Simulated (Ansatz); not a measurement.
# CuRe, from a guessed structure to a relaxed one, part 2 of 2

Starting from a made-up structure for CuRe, the aim is the relaxed cell, its shortest contacts and, where a second run follows, its electronic structure.

Ansatz 0.2.0; DFT, PBE, plane-wave PAW, files of the set soft_1, scalar-relativistic, ferromagnetic start, cell and ions relaxed at zero pressure; PAW set soft_1 (the session's first sound run).

So far: Set-up; Relaxing cell and atoms. The relaxed cell has a = 2.672, c = 4.444 Å (conventional setting).

**3. Bands of the relaxed cell**

With the geometry fixed, one more self-consistent run, with a narrower smearing and the mesh shown in its input, gives the bands, and its pressure, and its forces where symmetry allows any, show how far the geometry depends on these settings.

This step: DFT, PBE, plane-wave PAW, files of the set soft_1, scalar-relativistic, no spin, bands and density of states at the relaxed cell; PAW set soft_1 (Ansatz 0.2.0).

Contents of input.yaml:

```yaml
crystal:
  lattice:
    - [2.6721292513, 0.0, 0.0]
    - [-1.3360646257, 2.3141318138, 0.0]
    - [0.0, 0.0, 4.443611473]
  atoms:
    - { symbol: Re, position: [0.0, 0.0, 0.5] }
    - { symbol: Cu, position: [0.6666666667, 0.3333333333, 0.0] }
kpoints:
  mp_grid: { grid: [14, 14, 8] }
  band_path:
    path:
      - [[0.0, 0.0, 0.0], [0.5, 0.0, 0.0], [0.33333333, 0.33333333, 0.0], [0.0, 0.0, 0.0], [0.0, 0.0, 0.5], [0.5, 0.0, 0.5], [0.33333333, 0.33333333, 0.5], [0.0, 0.0, 0.5]]
      - [[0.5, 0.0, 0.5], [0.5, 0.0, 0.0]]
      - [[0.33333333, 0.33333333, 0.0], [0.33333333, 0.33333333, 0.5]]
    npoints: 8
scf:
  occupations: { method: fermi_dirac, width: 0.03 }
  n_extra_bands: 6
hamiltonian:
  xc: pbe
  pseudopotentials: { kind: paw, azcp: { folder: soft_1 } }
output:
  forces: true
  stress: true
  write_bands: true
  dos: { projected: true }
  write_density: true
  write_potential: true
  elf: true
  volumetric_format: npy
```

Launch:

```
ansatz run input.yaml --threads 4 --pin off --max-ram 8192MiB --backend cpu --events-out ev --progress --plain --runs-dir out
```

Numbers of over 12 decimals in the logs are rounded to 6 here.

The program printed:

```text
[...]
Crystal: 2 atoms, lattice volume = 27.478 Å³
Basis set: ecut = 420 eV, 549 PW (Γ), exchange–correlation on 36×36×60 points (8 copies of the dense FFT grid, shifted against one another)
Bands: 23, of which v1, the nominal top of the filled ones, is band 17 counted from 1 (16 counted from 0)
Symmetry: 12 space group operations
[...]
k-points: 120 of 1568 (time reversal used)
[...]
SCF iter   1: F=—  HF=-17497.547713 eV  |F-HF|=—  |Δ(HF+E_count)|=         —  Δρ=5.06e-1  dr2=6.40e1  ethr=3.10e-3  ⟨swp⟩=4.4  Hψ=10715  notcnv=0
[...]
SCF iter  10: F=-17493.820312 eV  HF=-17493.820312 eV  |F-HF|=6.05e-9  |Δ(HF+E_count)|=   5.20e-8  Δρ=4.98e-6  dr2=6.43e-9  ethr=2.94e-10  ⟨swp⟩=12.3  Hψ=16539  notcnv=0
SCF 1 converged in 10 iterations: F = -17493.820312 eV  dr2 = 6.43e-9
[...]
NSCF: frozen V_eff on 75 k-points
SCF converged after 10 iterations
Free energy (F): -17493.820312 eV
[...]
Internal energy: -17493.815207 eV  (E = F + TS)
E sigma→0 (E₀):  -17493.817759 eV
Entropy (-TS):   -0.005105 eV (-2.552 meV/atom)
Fermi energy:    20.107140 eV
[...]
--- Stress (GPa, compression-positive) ---
        0.173684       0.000000       0.000000
        0.000000       0.173684      -0.000000
        0.000000      -0.000000       0.432226
  P = ⅓ Tr σ = 0.2599 GPa (2.599 kbar)
--- Band table (eV; the first three rows and the last of 120) ---
  k-point 0: bands = [... 13 lower, 17.3906, 17.3906, 18.6505, 18.6505, 19.2496, 22.1753, 22.1753, 26.3984, ... 2 higher]
  k-point 1: bands = [... 13 lower, 17.3686, 17.3686, 18.6946, 18.6946, 18.7944, 22.1700, 22.1700, 27.0490, ... 2 higher]
  k-point 2: bands = [... 13 lower, 17.3122, 17.3122, 17.8906, 18.8001, 18.8001, 22.1553, 22.1553, 28.5277, ... 2 higher]
  k-point 119: bands = [... 13 lower, 17.3404, 18.0485, 18.6345, 18.8077, 21.1394, 23.4364, 26.8934, 28.0303, ... 2 higher]
```

Elapsed: 3 s, on 4 threads of Arm Neoverse V2, shared host; peak memory 0.39 GiB.

In the SCF lines HF is the Harris–Foulkes energy and dr2 the Hartree energy of the density residual, in eV; the loop may stop once dr2 is under the threshold and the program's other checks hold. Hψ counts applications of the Hamiltonian.

This step gave:

* energy at zero smearing: -17493.8178 eV
* smearing term TS: 0.005105 eV
* pressure: 0.2599 GPa

From bands.tsv, the bands that come nearest the Fermi level along the path, at its corners, in eV from the Fermi level:

| point | band 14 | band 15 | band 16 | band 17 | band 18 | band 19 | band 20 | band 21 |
| --- | --- | --- | --- | --- | --- | --- | --- | --- |
| Γ | -2.72 | -2.72 | -1.46 | -1.46 | -0.86 | 2.07 | 2.07 | 6.29 |
| M | -2.98 | -2.39 | -2.06 | 0.67 | 1.25 | 4.66 | 6.01 | 7.81 |
| K | -2.96 | -1.82 | -1.23 | -0.65 | -0.42 | 4.23 | 5.04 | 5.68 |
| Γ | -2.72 | -2.72 | -1.46 | -1.46 | -0.86 | 2.07 | 2.07 | 6.29 |
| A | -3.17 | -2.89 | -2.89 | -1.16 | -1.16 | 2.02 | 2.02 | 10.65 |
| L | -2.07 | -2.05 | 0.27 | 0.42 | 0.48 | 2.15 | 4.66 | 6.26 |
| H | -2.56 | -2.08 | -1.66 | -1.34 | 1.04 | 3.53 | 6.72 | 7.86 |
| A | -3.17 | -2.89 | -2.89 | -1.16 | -1.16 | 2.02 | 2.02 | 10.65 |
| L | -2.07 | -2.05 | 0.27 | 0.42 | 0.48 | 2.15 | 4.66 | 6.26 |
| M | -2.98 | -2.39 | -2.06 | 0.67 | 1.25 | 4.66 | 6.01 | 7.81 |
| K | -2.96 | -1.82 | -1.23 | -0.65 | -0.42 | 4.23 | 5.04 | 5.68 |
| H | -2.56 | -2.08 | -1.66 | -1.34 | 1.04 | 3.53 | 6.72 | 7.86 |

Valence density in the ac plane at fractional y = 0.000, with atoms of Re within 0.2 Å of it. It is the smooth field of the valence electrons, not physical close to the nuclei.

Ten even steps from '_' (0.2 e/Å³) to '@' (7.0 e/Å³):
```
______________..____________
____________________________
____________________________
____________________________
____________________________
____________________________
....______________________..
==--::..______________..::--
####++::..__________..::++##
@@@@##==::__________::==##@@
@@@@@@**::..______..::**@@@@
@@@@@@**::..______..::**@@@@
@@@@##==::__________::==##@@
####++::..__________..::++##
==--::..______________..::--
....______________________..
____________________________
____________________________
____________________________
____________________________
____________________________
______________..____________
____________......__________
```
Columns run along a (2.7 Å), rows up along c (4.4 Å). Atoms in or near the plane, at fractional coordinates: Re at (0.00, 0.50).

Electrostatic potential energy in the ac plane at fractional y = 0.000, with atoms of Re within 0.2 Å of it. With pseudopotentials it is smooth inside the atoms' cores, unlike the true potential.

Ten even steps from '_' (-57 eV) to '@' (21 eV):
```
@@@@@@@@@@%%######%%@@@@@@@@
@@@@@@@@@@%%%%%%%%%%@@@@@@@@
@@@@@@@@@@@@@@@@@@@@@@@@@@@@
@@@@@@@@@@@@@@@@@@@@@@@@@@@@
@@@@@@@@@@@@@@@@@@@@@@@@@@@@
%%%%%%@@@@@@@@@@@@@@@@@@%%%%
****##%%@@@@@@@@@@@@@@%%##**
----==**%%@@@@@@@@@@%%**==--
....::==**%%@@@@@@%%**==::..
____..::++##@@@@@@##++::..__
______::==##%%@@%%##==::____
______::==##%%@@%%##==::____
____..::++##@@@@@@##++::..__
....::==**%%@@@@@@%%**==::..
----==**%%@@@@@@@@@@%%**==--
****##%%@@@@@@@@@@@@@@%%##**
%%%%%%@@@@@@@@@@@@@@@@@@%%%%
@@@@@@@@@@@@@@@@@@@@@@@@@@@@
@@@@@@@@@@@@@@@@@@@@@@@@@@@@
@@@@@@@@@@@@@@@@@@@@@@@@@@@@
@@@@@@@@@@%%%%%%%%%%@@@@@@@@
@@@@@@@@@@%%######%%@@@@@@@@
@@@@@@@@%%####**####%%@@@@@@
```
Columns run along a (2.7 Å; values clipped at the 3rd and 97th percentile), rows up along c (4.4 Å). Atoms in or near the plane, at fractional coordinates: Re at (0.00, 0.50).

ELF in the ac plane at fractional y = 0.000, with atoms of Re within 0.2 Å of it. It is the smooth field of the valence electrons, not physical close to the nuclei.

Ten even steps from '_' (0.15) to '@' (0.75):
```
....______________________..
::::..__________________..::
--::::..______________..::::
------::....______....::----
::::::::::::......::::::::::
::::......::------::......::
++++--..__..------..__..--++
@@%%**--__..::--::..__--**%%
@@@@%%**::..::--::..::**%%@@
##%%@@%%++::::--::::++%%@@%%
==**@@@@**--::--::--**@@@@**
==**@@@@**--::--::--**@@@@**
##%%@@%%++::::--::::++%%@@%%
@@@@%%**::..::--::..::**%%@@
@@%%**--__..::--::..__--**%%
++++--..__..------..__..--++
::::......::------::......::
::::::::::::......::::::::::
------::....______....::----
--::::..______________..::::
::::..__________________..::
....______________________..
....______________________..
```
Columns run along a (2.7 Å), rows up along c (4.4 Å). Atoms in or near the plane, at fractional coordinates: Re at (0.00, 0.50).

**4. Results**

```yaml
space_group_relaxed: P-6m2
conventional_cell: a = 2.672, b = 2.672, c = 4.444 Å; α = 90.0°, β = 90.0°, γ = 120.0°
volume_per_atom: 13.74 Å³ (guess 14.43)
total_moment: 0.00 μB in the cell of 2 atoms
```

CuRe relaxes to P-6m2 with a = 2.672, b = 2.672 and c = 4.444 Å. The guessed volume was 5 % too large. The space group P-6m2 was held in the relaxation, so the end point is a stationary structure within it and may be a saddle against distortions or other arrangements. The moments died out from this one start and weren't seeded again at the relaxed cell. Bands cross the Fermi level, so it is a metal or semimetal at this level. On the 14×14×8 mesh with the narrower smearing (relaxed on 11×11×6) the forces vanish, as symmetry may demand, and the largest stress component is 0.432 GPa, against the relaxation's thresholds of 0.015 eV/Å and 0.05 GPa. The cutoff wasn't tested. Spin-orbit coupling is left out, which can matter for elements this heavy. No dispersion term is used, so weakly bound directions may come out too long. Nothing here tests whether the compound is stable against decomposition.

[Logs are printed without paths, hosts, clocks, repeated set-up lines and the standing remarks that a program may print on its own settings, such as how far it seeks lower states.]

[Hosts, paths, dates, database ids (printed as entryN), source tags and the programs' standing remarks are cut or masked in the printed files.]
